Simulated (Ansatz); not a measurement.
# Pt(111) with 4 thermally displaced layers, 2x2: scattering by thermal displacements

Wanted: the phonon-limited resistivity of Pt at 180 K by the Landauer route.

Program: Ansatz 0.2.0. Level of theory: Ansatz plane-wave DFT, PBE, PAW files; ballistic transport by layer matching (Landauer), zero bias; PAW set soft_1. Results are calculated unless marked as measured.

This is a report of a sequence of runs, with most program output left out.

### 1. Starting point

The cell holds 40 atoms: 40 Pt. Its edges and angles: a = 5.546 Å, b = 5.546 Å, c = 22.699 Å, α = 93.5°, β = 86.5°, γ = 120.0°. It derives from Pt. Regions: lead, 24 atoms (24 Pt); scattering region, 16 atoms (16 Pt). The structure is stacked along c, and the current runs across the ab planes.

### 2. With 4 displaced layers

Each atom of 4 layers is moved at random, by amounts drawn from a normal law 0.0494 Å wide in each direction from the Debye model (240 K) at 180 K. The layers about the cell's end stay perfect and serve as the lead. Disorder leaves little or no symmetry, which makes such runs dear. Energies from -0.05 to 0.05 eV in steps of 0.05 eV are too few for the program's thermal sum, so it prints no conductance; for a metal the transmission near the Fermi level serves, at a fraction of the cost.

File input.yaml:

```yaml
crystal:
  lattice:
    - [5.5462627489, 0.0, 0.0]
    - [-2.7731313745, 4.8032044366, 0.0]
    - [1.3865656872, -0.8005340728, 22.6425228571]
  atoms:
    - { symbol: Pt, position: [0.9916666667, 0.0083333333, 0.05] }
    - { symbol: Pt, position: [0.9916666667, 0.5083333333, 0.05] }
    - { symbol: Pt, position: [0.4916666667, 0.0083333333, 0.05] }
    - { symbol: Pt, position: [0.4916666667, 0.5083333333, 0.05] }
    - { symbol: Pt, position: [0.1416666667, 0.3583333333, 0.15] }
    - { symbol: Pt, position: [0.1416666667, 0.8583333333, 0.15] }
    - { symbol: Pt, position: [0.6416666667, 0.3583333333, 0.15] }
    - { symbol: Pt, position: [0.6416666667, 0.8583333333, 0.15] }
[... 28 atom lines left out ...]
    - { symbol: Pt, position: [0.8416666667, 0.1583333333, 0.95] }
    - { symbol: Pt, position: [0.8416666667, 0.6583333333, 0.95] }
    - { symbol: Pt, position: [0.3416666667, 0.1583333333, 0.95] }
    - { symbol: Pt, position: [0.3416666667, 0.6583333333, 0.95] }
kpoints:
  mp_grid: { grid: [5, 5, 1] }
hamiltonian:
  xc: pbe
  pseudopotentials: { kind: paw, azcp: { folder: soft_1 } }
scf:
  occupations: { method: fermi_dirac, width: 0.1 }
output:
  transmission:
    leads: [[0, 4]]
    kmesh: [10, 10]
    e_range: [-0.05, 0.05]
    de: 0.05
  write_potential: true
  write_density: true
  volumetric_format: npy
```

Command:

```
ansatz run input.yaml --threads 4 --pin off --max-ram 15360MiB --backend cpu --events-out ev --progress --plain --runs-dir out
```

It took 9.4 min on 4 threads of Arm Neoverse V1, shared host; peak memory 5.7 GiB; 35 min of CPU time.

Numbers from this step:

- free energy: -500987.7400 eV
- energy at zero smearing: -500986.6221 eV
- Fermi energy: 23.43 eV
- cell area: 26.64 Å²
- transmission per spin nearest the Fermi level: 6.295
- open channels per spin nearest the Fermi level: 6.89
- step of the lead's potential: 2 meV

Per spin. Table of transmission, zone mean by energy, zero at the Fermi level:

| energy (eV) | transmission, zone mean |
| --- | --- |
| -0.0500 | 6.51 |
| 0.0000 | 6.30 |
| 0.0500 | 5.85 |

Per spin. The open channels, zone mean, lead by energy, zero at the Fermi level:

| energy (eV) | open channels, zone mean, lead |
| --- | --- |
| -0.0500 | 7.16 |
| 0.0000 | 6.89 |
| 0.0500 | 6.21 |

Transmission over k1 and k2. At 0.0000 eV from the Fermi level.

Values, 10 rows by 10 columns:
```
9.06 7.76 5.86 5.81 5.91 7.79 9.02 3.92 2.99 3.94
5.03 5.85 7.71 6.29 6.48 7.79 5.89 5.31 2.99 2.99
5.28 5.84 6.15 7.99 3.90 8.17 6.58 5.82 5.09 3.95
8.58 5.85 6.38 3.83 6.90 7.25 3.90 6.47 5.85 8.74
8.36 7.71 7.69 8.17 7.05 3.92 7.05 8.17 7.69 7.71
8.58 8.74 5.85 6.47 3.90 7.25 6.90 3.83 6.38 5.85
5.28 3.95 5.09 5.82 6.58 8.17 3.90 7.99 6.15 5.84
5.03 2.99 2.99 5.31 5.89 7.79 6.48 6.29 7.71 5.85
9.06 3.94 2.99 3.92 9.02 7.79 5.91 5.81 5.86 7.76
8.96 9.06 4.99 5.47 8.98 8.21 8.98 5.47 4.99 9.06
```
Columns: k1 (b1) from -0.5 to 0.4; rows upwards: k2 (b2) from -0.5 to 0.4.

Open channels over k1 and k2. At 0.0000 eV from the Fermi level.

Ten even steps from '0' (3.0) to '9' (10.0):
```
9744479101
4475574400
4458185441
9451881549
9778828877
9945188154
4144581854
4004475574
9101974447
9944999449
```
Columns: k1 (b1) from -0.5 to 0.4; rows upwards: k2 (b2) from -0.5 to 0.4.

Over the solved energies the transmission per spin lies between 5.85 and 6.51, out of 6.75 channels of the lead on average (up to 7.16).

### 3. With 8 displaced layers

Each atom of 8 layers is moved at random, by amounts drawn from a normal law 0.0494 Å wide in each direction from the Debye model (240 K) at 180 K. A fresh draw is used; the growth of the resistance with length is what counts.

System of this step: Pt(111) with 8 thermally displaced layers, 2x2. The cell holds 56 atoms: 56 Pt. Cell: a = 5.546 Å, b = 5.546 Å, c = 31.740 Å, α = 87.5°, β = 92.5°, γ = 120.0°. It derives from Pt. Regions: lead, 24 atoms (24 Pt); scattering region, 32 atoms (32 Pt). The structure is stacked along c, and the current runs across the ab planes.

File input.yaml:

```yaml
crystal:
  lattice:
    - [5.5462627489, 0.0, 0.0]
    - [-2.7731313745, 4.8032044366, 0.0]
    - [-1.3865656872, 0.8005340728, 31.6995319999]
  atoms:
    - { symbol: Pt, position: [0.005952381, 0.994047619, 0.0357142857] }
    - { symbol: Pt, position: [0.005952381, 0.494047619, 0.0357142857] }
    - { symbol: Pt, position: [0.505952381, 0.994047619, 0.0357142857] }
    - { symbol: Pt, position: [0.505952381, 0.494047619, 0.0357142857] }
    - { symbol: Pt, position: [0.1845238095, 0.3154761905, 0.1071428571] }
    - { symbol: Pt, position: [0.1845238095, 0.8154761905, 0.1071428571] }
    - { symbol: Pt, position: [0.6845238095, 0.3154761905, 0.1071428571] }
    - { symbol: Pt, position: [0.6845238095, 0.8154761905, 0.1071428571] }
[... 44 atom lines left out ...]
    - { symbol: Pt, position: [0.3273809524, 0.1726190476, 0.9642857143] }
    - { symbol: Pt, position: [0.3273809524, 0.6726190476, 0.9642857143] }
    - { symbol: Pt, position: [0.8273809524, 0.1726190476, 0.9642857143] }
    - { symbol: Pt, position: [0.8273809524, 0.6726190476, 0.9642857143] }
kpoints:
  mp_grid: { grid: [5, 5, 1] }
hamiltonian:
  xc: pbe
  pseudopotentials: { kind: paw, azcp: { folder: soft_1 } }
scf:
  occupations: { method: fermi_dirac, width: 0.1 }
output:
  transmission:
    leads: [[0, 4]]
    kmesh: [10, 10]
    e_range: [-0.05, 0.05]
    de: 0.05
  write_potential: true
  write_density: true
  volumetric_format: npy
```

Elapsed: 17 min, on 4 threads; peak memory 9.6 GiB; 64 min of CPU time.

Numbers from this step:

```
free energy                                   : -701382.2987 eV
energy at zero smearing                       : -701380.7451 eV
transmission per spin nearest the Fermi level : 5.592
step of the lead's potential                  : 6.7 meV
```

Per spin. The transmission, zone mean by energy, zero at the Fermi level:

```csv
energy (eV),"transmission, zone mean"
-0.0500,5.82
0.0000,5.59
0.0500,5.29
```

Over the solved energies the transmission per spin lies between 5.29 and 5.82, out of 6.75 channels of the lead on average (up to 7.14).

### 4. With 12 displaced layers

Each atom of 12 layers is moved at random, by amounts drawn from a normal law 0.0494 Å wide in each direction from the Debye model (240 K) at 180 K. A fresh draw is used; the growth of the resistance with length is what counts.

System of this step: Pt(111) with 12 thermally displaced layers, 2x2. The cell holds 72 atoms: 72 Pt. Cell: a = 5.546 Å, b = 5.546 Å, c = 40.757 Å, α = 90.0°, β = 90.0°, γ = 120.0°. It derives from Pt. Regions: lead, 24 atoms (24 Pt); scattering region, 48 atoms (48 Pt). The structure is stacked along c, and the current runs across the ab planes.

File input.yaml:

```yaml
crystal:
  lattice:
    - [5.5462627489, 0.0, 0.0]
    - [-2.7731313745, 4.8032044366, 0.0]
    - [0.0, 0.0, 40.7565411427]
  atoms:
    - { symbol: Pt, position: [0.0, 0.0, 0.0277777778] }
    - { symbol: Pt, position: [0.0, 0.5, 0.0277777778] }
    - { symbol: Pt, position: [0.5, 0.0, 0.0277777778] }
    - { symbol: Pt, position: [0.5, 0.5, 0.0277777778] }
    - { symbol: Pt, position: [0.1666666667, 0.3333333333, 0.0833333333] }
    - { symbol: Pt, position: [0.1666666667, 0.8333333333, 0.0833333333] }
    - { symbol: Pt, position: [0.6666666667, 0.3333333333, 0.0833333333] }
    - { symbol: Pt, position: [0.6666666667, 0.8333333333, 0.0833333333] }
[... 60 atom lines left out ...]
    - { symbol: Pt, position: [0.3333333333, 0.1666666667, 0.9722222222] }
    - { symbol: Pt, position: [0.3333333333, 0.6666666667, 0.9722222222] }
    - { symbol: Pt, position: [0.8333333333, 0.1666666667, 0.9722222222] }
    - { symbol: Pt, position: [0.8333333333, 0.6666666667, 0.9722222222] }
kpoints:
  mp_grid: { grid: [5, 5, 1] }
hamiltonian:
  xc: pbe
  pseudopotentials: { kind: paw, azcp: { folder: soft_1 } }
scf:
  occupations: { method: fermi_dirac, width: 0.1 }
output:
  transmission:
    leads: [[0, 4]]
    kmesh: [10, 10]
    e_range: [-0.05, 0.05]
    de: 0.05
  write_potential: true
  write_density: true
  volumetric_format: npy
```

Run time: 32 min. Hardware: 4 threads; peak memory 8.4 GiB.

Numbers from this step:

```yaml
free_energy: -901777.1720 eV
energy_at_zero_smearing: -901775.1524 eV
transmission_per_spin_nearest_the_fermi_level: 5.275
step_of_the_lead_s_potential: 3.8 meV
```

Per spin. Transmission, zone mean against energy, zero at the Fermi level:

```
energy (eV)  transmission, zone mean
    -0.0500                     5.52
     0.0000                     5.27
     0.0500                     5.09
```

Over the solved energies the transmission per spin lies between 5.09 and 5.52, out of 6.71 channels of the lead on average (up to 7.04).

### 5. Resistance against length

This step: Ansatz plane-wave DFT, PBE, PAW files; ballistic transport by layer matching (Landauer), zero bias; resistivity from the slope of the area resistance; PAW set soft_1 (Ansatz 0.2.0).

Numbers from this step:

```
resistivity           : 5.163 µΩ cm
intercept             : 0.002831 fΩ m²
scatter about the fit : 0.008316 fΩ m²
```

Resistance, by row:

```csv
run,length (Å),T,channels N,RA (fΩ m²)
n4,9.057,6.219,6.753,0.04371
n8,18.11,5.566,6.747,0.1081
n12,27.17,5.295,6.713,0.1372
```

Area resistance against length of the displaced region:

```
length of the displaced region (Å)  area resistance (fΩ m²)
                              9.06                   0.0437
                             18.11                    0.108
                             27.17                    0.137
```

The area resistance goes from 0.044 to 0.14 fΩ m² between 9.1 and 27.2 Å, a slope of 5.2 µΩ cm.

By hand from the end points: (0.1372 − 0.04371) fΩ m² / (27.17 − 9.06) Å = 5.2 µΩ cm, since 1 fΩ m² per Å is 1000 µΩ cm.

### 6. Summary of results

- resistivity from the slope: 5.16 µΩ cm
- area resistance over 9.06 Å: 0.0437 fΩ m²
- area resistance over 18.1 Å: 0.108 fΩ m²
- area resistance over 27.2 Å: 0.137 fΩ m²

What this shows: The slope gives 5.2 µΩ cm. The points scatter by 0.0083 fΩ m² about the line, with one random draw a length in a 2x2 cell, so the slope is a rough value. The mean square of the displacements drawn is 0.75, 0.94 and 0.81 of the nominal one at the three lengths; with each resistance scaled back by that, the slope is 6.1 µΩ cm, the value used below. Read with a model of isotropic scattering on a spherical Fermi surface and the lead's 2.0×10¹⁵ S/m², this slope means a mean free path near 68 Å; over these lengths the model's slope is 1.10 times its bulk resistivity, which would be 5.6 µΩ cm. Uncorrelated displacements put too much weight on short waves, which scatter strongly; with the sideways repeat of a small cell, one draw and three short lengths, the method is good to a factor of two or three. Spin-orbit coupling is left out, which matters for Pt.

[Logs are printed without paths, hosts, clocks, repeated set-up lines and the standing remarks that a program may print on its own settings, such as how far it seeks lower states.]

[Hosts, paths, dates, database ids (printed as entryN), source tags and the programs' standing remarks are cut or masked in the printed files.]
